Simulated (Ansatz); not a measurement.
# A failed many-body run on GaAs (F-43m)

A first try at the G0W0 gap of GaAs (F-43m), what the program said, and an input that works.

Method: G0W0 on PBE, plane waves, PAW, in Ansatz 0.2.0.

## (1) Set-up

Symmetry: F-43m, No. 216, cubic system. Conventional cell: a = 5.654 Å, b = 5.654 Å, c = 5.654 Å, α = 90.00°, β = 90.00°, γ = 90.00°. Nearest to Ga lie 4 As at 2.45 Å. As has 4 Ga at 2.45 Å nearest. Farther neighbours are not listed.

The cell and positions come from the Crystallography Open Database and are kept as given unless a step says otherwise. The default PAW set here is soft_2. Its files were made with PBE.

## (2) First try

Input file input.yaml:

```yaml
crystal:
  lattice:
    - [0.0, 2.82685, 2.82685]
    - [2.82685, 0.0, 2.82685]
    - [2.82685, 2.82685, 0.0]
  atoms:
    - { symbol: Ga, position: [0.0, 0.0, 0.0] }
    - { symbol: As, position: [0.25, 0.25, 0.25] }
kpoints:
  mp_grid: { grid: [4, 4, 4] }
hamiltonian:
  xc: pbe
scf:
  occupations: { method: fixed }
gw:
  n_empty_bands: 73
  ecut_chi: 10
  qp_bands: [v2, c2]
  qp_kpoints: band_edges
  screening: { model: contour_deformation }
```

Started as:

```console
$ ansatz run input.yaml --threads 3 --pin off --max-ram 92160MiB --backend cuda --events-out ev --progress --plain --runs-dir out --devices 1 --max-vram 13GiB  # rebuilt from the run's record
```

Numbers of over 12 decimals in the logs are rounded to 6 here.

The program printed:

```text
GPUs: using 1 of 1 available (devices: 1).
Engine: ansatz 0.2.0, x86_64-unknown-linux-gnu
Pseudopotentials: kind: paw
Pseudopotential: Ga, paw, valence charge 13, recommended cutoff 420 eV (normal), Ga.paw.azcp
Pseudopotential: As, paw, valence charge 15, recommended cutoff 420 eV (normal), As.paw.azcp
Functional definition: PBE
  parameter kappa = 0.804
  parameter beta = 0.066725
  exchange = pbe_x(kappa = kappa, mu = beta*pi^2/3)
  correlation = pbe_c(beta = beta)
device memory: the entry about to start is reckoned to put 0.8 GiB on a device that reports 38.0 GiB free (of which the cap on the GPU budget leaves the run 13.0 GiB)
GPU FFT provider: cuFFT
GPU libraries: cuBLAS 13.8.2, cuFFT 12.4.0, cuSOLVER 12.3.4
Crystal: 2 atoms, lattice volume = 45.179 Å³
Basis set: ecut = 420 eV, 893 PW (Γ)
Bands: 18, of which v1, the nominal top of the filled ones, is band 14 counted from 1 (13 counted from 0)
Symmetry: 24 space group operations
Space group: F-43m (ITA 216), of the structure as read, at distance tolerance 3.6e-5 Å
k-points: 8 of 64 (time reversal used)
Non-local potential: Ga, projectors of the file, l = 0: 2, l = 1: 2, l = 2: 3, l = 3: 1
Non-local potential: As, projectors of the file, l = 0: 2, l = 1: 2, l = 2: 3, l = 3: 1
PAW form: soft (Blöchl's): semilocal exchange-correlation on the pseudo side does not see the compensation charge
PAW one-centre angular grid: Ga, 590 points (default); XC on 64 Gauss nodes
PAW one-centre angular grid: As, 590 points (default); XC on 64 Gauss nodes
Initial density: superposition of atomic densities (neutral atoms: chi_scale 0, normalization atom), corrected by the library's trained network
Initial wavefunctions: pseudopotential atomic-orbital guess
GPU buffer pool allocated for 19683 grid points (all kernels)
GPU transforms: local potential and band sums: pruned to the plane-wave sphere, on 25×27×27
Functional: x = pbe(κ = 0.804, μ = 0.219515), c = pbe(β = 0.066725)
SCF iter   1: F=—  HF=-8639.661340 eV  |F-HF|=—  |Δ(HF+E_count)|=         —  Δρ=1.81e-3  dr2=6.31e-4  ethr=1.77e-3  ⟨swp⟩=4.5  Hψ=594  notcnv=0  defer=9
preconditioner: auto → none  [insulator: Δε(μ)=0.507 eV  Ē_g=15.408 eV  n_scr=14 (ndim 8)  ℏωp=23.4 eV  f_vac=0.086  ε∞_Penn≈3.3]
SCF iter   2: F=—  HF=-8639.660712 eV  |F-HF|=—  |Δ(HF+E_count)|=   6.28e-4  Δρ=5.81e-4  dr2=1.03e-4  ethr=2.25e-6  ⟨swp⟩=2.0  Hψ=340  notcnv=0  defer=12
SCF iter   3: F=—  HF=-8639.660662 eV  |F-HF|=—  |Δ(HF+E_count)|=   5.04e-5  Δρ=3.56e-4  dr2=2.42e-5  ethr=3.69e-7  ⟨swp⟩=2.0  Hψ=272  notcnv=0  defer=12
SCF iter   4: F=—  HF=-8639.660673 eV  |F-HF|=—  |Δ(HF+E_count)|=   1.09e-5  Δρ=1.70e-4  dr2=7.21e-6  ethr=8.63e-8  ⟨swp⟩=2.0  Hψ=238  notcnv=0  defer=2
SCF iter   5: F=—  HF=-8639.660675 eV  |F-HF|=—  |Δ(HF+E_count)|=   2.14e-6  Δρ=8.38e-5  dr2=1.32e-6  ethr=2.58e-8  ⟨swp⟩=2.0  Hψ=174  notcnv=0  defer=3
SCF iter   6: F=-8639.660675 eV  HF=-8639.660675 eV  |F-HF|=1.09e-7  |Δ(HF+E_count)|=   2.18e-7  Δρ=2.23e-5  dr2=9.77e-8  ethr=3.57e-10  ⟨swp⟩=4.0  Hψ=582  notcnv=0
SCF 1 converged in 6 iterations: F = -8639.660675 eV  dr2 = 9.77e-8
[...]
device memory: the entry about to start is reckoned to put 1.3 GiB on a device that reports 37.9 GiB free (of which the cap on the GPU budget leaves the run 13.0 GiB)
NSCF: frozen V_eff on 8 k-points
[...]
device memory: the entry about to start is reckoned to put 1.7 GiB on a device that reports 38.0 GiB free (of which the cap on the GPU budget leaves the run 13.0 GiB)
NSCF: frozen V_eff on 8 k-points
G₀W₀ screening: q 1/8
[... further progress lines ...]
device memory: the entry about to start is reckoned to put 0.3 GiB on a device that reports 37.8 GiB free (of which the cap on the GPU budget leaves the run 13.0 GiB)
NSCF: frozen V_eff on 1 k-points
SCF converged after 6 iterations
Free energy (F): -8639.660675 eV
Harris-Foulkes:  -8639.660675 eV  (|F-HF|=1.09e-7)
Internal energy: -8639.660675 eV  (E = F + TS)
E sigma→0 (E₀):  -8639.660675 eV
Fermi energy:    8.230875 eV
--- Per-component energies (eV) ---
  E_band       = -310.547973
  E_kinetic    = 219.927232
  E_local      = -3917.396790  (includes V_loc(G=0)·N_el)
  E_nonlocal   = -245.306879
  E_hartree    = 1975.243396
  E_xc         = -148.388313
  E_vxc        = -137.433094  (∫ρ·V_xc dr)
  E_paw        = -3825.011395  (= ΣΔE_a)
  E_vpaw       = -180.802444  (= ΣTr[D̂ρ^β])
  E_aug_tail   = -0.000138  (compensation charges beyond the density's cutoff)
  E_ewald      = -2698.727786
  E_smearing   = -0.000000  (= −TS)
  E_closure    = 0.000000  (closes the sum)
  Σ components = -8639.660675   (vs F -8639.660675, Δ=0.00e0)
--- Band table (eV; the first three rows and the last of 8) ---
  k-point 0: bands = [... 10 lower, -4.4994, 8.2309, 8.2309, 8.2309, 8.7354, 11.9362, 11.9362, 11.9362]
  k-point 1: bands = [... 10 lower, -3.8061, 4.0823, 7.5488, 7.5488, 9.6646, 12.8053, 12.8053, 14.1818]
  k-point 2: bands = [... 10 lower, -2.7302, 1.5768, 7.0838, 7.0838, 9.2146, 12.8454, 12.8454, 15.9767]
  k-point 7: bands = [... 10 lower, -1.9285, 1.5788, 4.6874, 4.8765, 12.8403, 12.9425, 13.6167, 14.2623]
--- G₀W₀: contour deformation, 7 samples at zero and on the imaginary axis and 2 off it, 64 q-points, 73 empty bands' worth ---
  eigenvalues of the whole cell's RPA ε∞ on this k-mesh (on a slab, of 1 + 4πα/V) = 151.2452, 151.2452, 151.2452; static W/v taken at q = 0 is 0.006612
  bands read: the sum over 87 bands ends inside a degenerate multiplet in 2 slots, whose members it reads at an even weight; the widest, k=0: bands 87 to 89 (counted from 1) at 1/3 each
  gw.qp_kpoints: band_edges: 6 of 8 stored k-points solved, in 2 passes; an edge of the gap read off the rows below is read off those points alone
    valence top: of the k-points left out ik 5 came nearest to being solved in a further pass, in band 14 (counted from 1, as in the quasiparticle table): it holds the edge there only if its correction is more favourable than any solved in that band by at least 1.226 eV; those differ by 0.197 eV
    conduction bottom: of the k-points left out ik 5 came nearest to being solved in a further pass, in band 15 (counted from 1, as in the quasiparticle table): it holds the edge there only if its correction is more favourable than any solved in that band by at least 1.267 eV; those differ by 1.045 eV
  `?` marks the rows in doubt; gw_qp.tsv's column doubts and the gw_qp event give each row's grounds
    ik  band        ε_KS         Σx   Σc(E_QP)       V_xc       Z   E_QP_lin       E_QP  E_QP is
     0    13      8.2309   -17.1602     2.1280   -15.3205  0.7973     8.5171     8.5192  root
     0    14      8.2309   -17.1602     2.1280   -15.3205  0.7973     8.5171     8.5192  root
     0    15      8.7354   -11.5540    -3.0386   -15.9900  0.8013    10.0295    10.1328  root ?
     0    16     11.9362    -7.7259    -3.6247   -12.1783  0.7819    12.8088    12.7639  root
     1    13      7.5488   -16.6116     2.2511   -14.6063  0.7919     7.7929     7.7945  root
     1    14      7.5488   -16.6116     2.2511   -14.6063  0.7919     7.7929     7.7945  root
     1    15      9.6646    -9.5529    -3.3027   -13.7841  0.7962    10.6588    10.5931  root ?
     1    16     12.8053    -7.7959    -3.8378   -12.4720  0.7782    13.6884    13.6436  root
     2    13      7.0838   -16.4937     2.4327   -14.2773  0.7874     7.2987     7.3001  root
     2    14      7.0838   -16.4937     2.4327   -14.2773  0.7874     7.2987     7.3001  root
     2    15      9.2146    -9.5402    -3.2205   -13.6215  0.7984    10.1259    10.0754  root
     2    16     12.8454    -7.2622    -3.8770   -11.8573  0.7741    13.5833    13.5635  root
     3    13      6.5328   -15.9970     2.4864   -13.6640  0.7806     6.6854     6.6862  root
     3    14      6.5328   -15.9970     2.4864   -13.6640  0.7806     6.6854     6.6862  root
     3    15     10.1928    -7.5945    -3.3621   -11.5561  0.7936    10.8101    10.7924  root
     3    16     11.4863    -8.5557    -3.6182   -12.9911  0.7830    12.3424    12.3036  root
[...]
4    16     12.9211    -8.3307    -3.9894   -13.2226  0.7867    13.8888    13.8235  root
     6    13      5.5433   -15.7943     2.8756   -13.0105  0.7649     5.6347     5.6351  root
     6    14      5.5433   -15.7943     2.8756   -13.0105  0.7649     5.6347     5.6351  root
     6    15      9.6760    -6.7289    -3.3473   -10.4291  0.7965    10.0339    10.0288  root
     6    16      9.8753    -8.0195    -3.2969   -11.8809  0.7958    10.4548    10.4398  root
```

It took 7.7 s on 1 × NVIDIA H100 80GB HBM3 (shared by 6 runs) with 3 threads of AMD EPYC 7R13 (Zen 3), shared host; peak memory 1 GiB; 8.9 s of CPU time.

The column dr2 measures how far the density is from self-consistency, as an energy; F and HF (Harris–Foulkes) agree once it is small.

Q: What is the fault?

The run ended normally, though the input holds a fault or crude settings.

The fault: screening cutoff of 10 eV. Nearly all local fields and short-range correlation are left out.

It printed a gap of 1.51 eV, which is an artefact of the settings.

## (3) A better input

Now the one-shot GW correction: screening in the RPA, then the self-energy of the levels asked for.

input.yaml: that of step 2 with these lines changed.

```diff
@@ -9,3 +9,3 @@
 kpoints:
-  mp_grid: { grid: [4, 4, 4] }
+  mp_grid: { grid: [6, 6, 6] }
 hamiltonian:
@@ -15,4 +15,4 @@
 gw:
-  n_empty_bands: 73
-  ecut_chi: 10
+  n_empty_bands: 134
+  ecut_chi: 120
   qp_bands: [v2, c2]
```

The program printed:

```text
GPUs: using 1 of 1 available (devices: 1).
[...]
GPU FFT provider: cuFFT
GPU libraries: cuBLAS 13.8.2, cuFFT 12.4.0, cuSOLVER 12.3.4
Crystal: 2 atoms, lattice volume = 45.179 Å³
Basis set: ecut = 420 eV, 893 PW (Γ)
Bands: 18, of which v1, the nominal top of the filled ones, is band 14 counted from 1 (13 counted from 0)
[... 1 set-up line as in the run before ...]
[...]
k-points: 16 of 216 (time reversal used)
[...]
GPU buffer pool allocated for 19683 grid points (all kernels)
[...]
SCF iter   1: F=—  HF=-8639.814969 eV  |F-HF|=—  |Δ(HF+E_count)|=         —  Δρ=1.49e-3  dr2=1.52e-3  ethr=1.77e-3  ⟨swp⟩=4.6  Hψ=1233  notcnv=0  defer=22
[...]
SCF iter   6: F=-8639.814013 eV  HF=-8639.814013 eV  |F-HF|=2.05e-8  |Δ(HF+E_count)|=   2.33e-7  Δρ=5.18e-6  dr2=9.78e-9  ethr=3.57e-10  ⟨swp⟩=5.1  Hψ=1142  notcnv=0
SCF 1 converged in 6 iterations: F = -8639.814013 eV  dr2 = 9.78e-9
[...]
0    14      8.1914   -16.8644     1.0863   -15.3202  0.7491     7.7137     7.7336  root
     0    15      8.7049   -11.9698    -3.7054   -15.9847  0.7607     9.0203     9.0144  root
     0    16     11.9251    -7.8308    -4.2949   -12.1844  0.7452    11.9840    11.9837  root
     1    13      7.8111   -16.5264     1.1814   -14.8750  0.7469     7.3184     7.3410  root
     1    14      7.8111   -16.5264     1.1814   -14.8750  0.7469     7.3184     7.3410  root
     1    15      9.8235   -10.3908    -3.7929   -14.3606  0.7566    10.0020    10.0004  root
     1    16     12.4720    -7.9922    -4.4577   -12.5182  0.7390    12.5405    12.5402  root
[...]
6    14      6.5528   -15.9867     1.6614   -13.7997  0.7355     6.0006     6.0272  root ?
[...]
12    13      5.5145   -15.6699     2.0960   -13.0179  0.7207     4.9302     4.9584  root
    12    14      5.5145   -15.6699     2.0960   -13.0179  0.7207     4.9302     4.9584  root
    12    15      9.6578    -6.8746    -3.7199   -10.4497  0.7674     9.5139     9.5130  root
    12    16      9.8514    -8.1811    -3.7554   -11.9064  0.7615     9.8214     9.8213  root
[key lines of the parts left out:]
SCF converged after 6 iterations
Free energy (F): -8639.814013 eV
Fermi energy:    8.191395 eV
```

Run time: 11 s. Hardware: 1 × NVIDIA H100 80GB HBM3 (shared by 6 runs) with 3 threads; peak memory 1.2 GiB.

Numbers from this step:

```yaml
bands_summed: 148
rpa_eps_infinity_on_this_mesh_eigenvalues: 50.64, 50.64, 50.64
plane_waves_in_the_screening_matrix: 137
q_points_in_the_mesh: 216
g0w0_gap_on_the_mesh: 1.281 eV
k_of_the_valence_top: 0, 0, 0
k_of_the_conduction_bottom: 0, 0, 0
starting_gap_on_the_mesh: 0.5135 eV
z_at_the_valence_top: 0.7491
z_at_the_conduction_bottom: 0.7607
least_direct_g0w0_gap_on_the_computed_points: 1.281 eV
```

The gap on the mesh goes from 0.51 eV to 1.28 eV, a correction of +0.77 eV. Between the two edge states, bare exchange in place of the xc potential would open the gap by 5.56 eV, and correlation takes back 4.79 eV.

## (4) Outcome

* first try: converged after 7.7 s
* better run: G0W0 gap on the mesh 1.28 eV (6×6×6 mesh, 134 empty bands, screening to 120 eV)

The second run differs in: mesh, empty bands and screening cutoff (eV). Bands and cutoff are finite, so the gap is not at the basis limit. The miss can reach some tenths of an eV and take either sign; the mesh is an error of its own. The 6×6×6 mesh is coarse for this cell (its supercell is 24 Å along the shortest edge). The RPA ε∞ on it, from the PBE start, is 50.64; such meshes misread the long-range screening, most where the gap is narrow. The RPA ε∞ on this mesh reaches over 25; with a narrow direct gap a coarse mesh can overstate it, and the correction is then too small. The many-body steps are scalar-relativistic: spin-orbit coupling is not in them.

[Paths, hosts, dates, memory and timing lines, banners, echoed tables and standing remarks are left out of the program output.]

[Logs are printed without paths, hosts, clocks, repeated set-up lines and the standing remarks that a program may print on its own settings, such as how far it seeks lower states.]

[Runs of the session that timed out or met a known fault of the program may be left out.]

[Cells called generated may have been cut or substituted from an entry of the Crystallography Open Database or the Materials Project.]

[Hosts, paths, dates, database ids (printed as entryN), source tags and the programs' standing remarks are cut or masked in the printed files.]
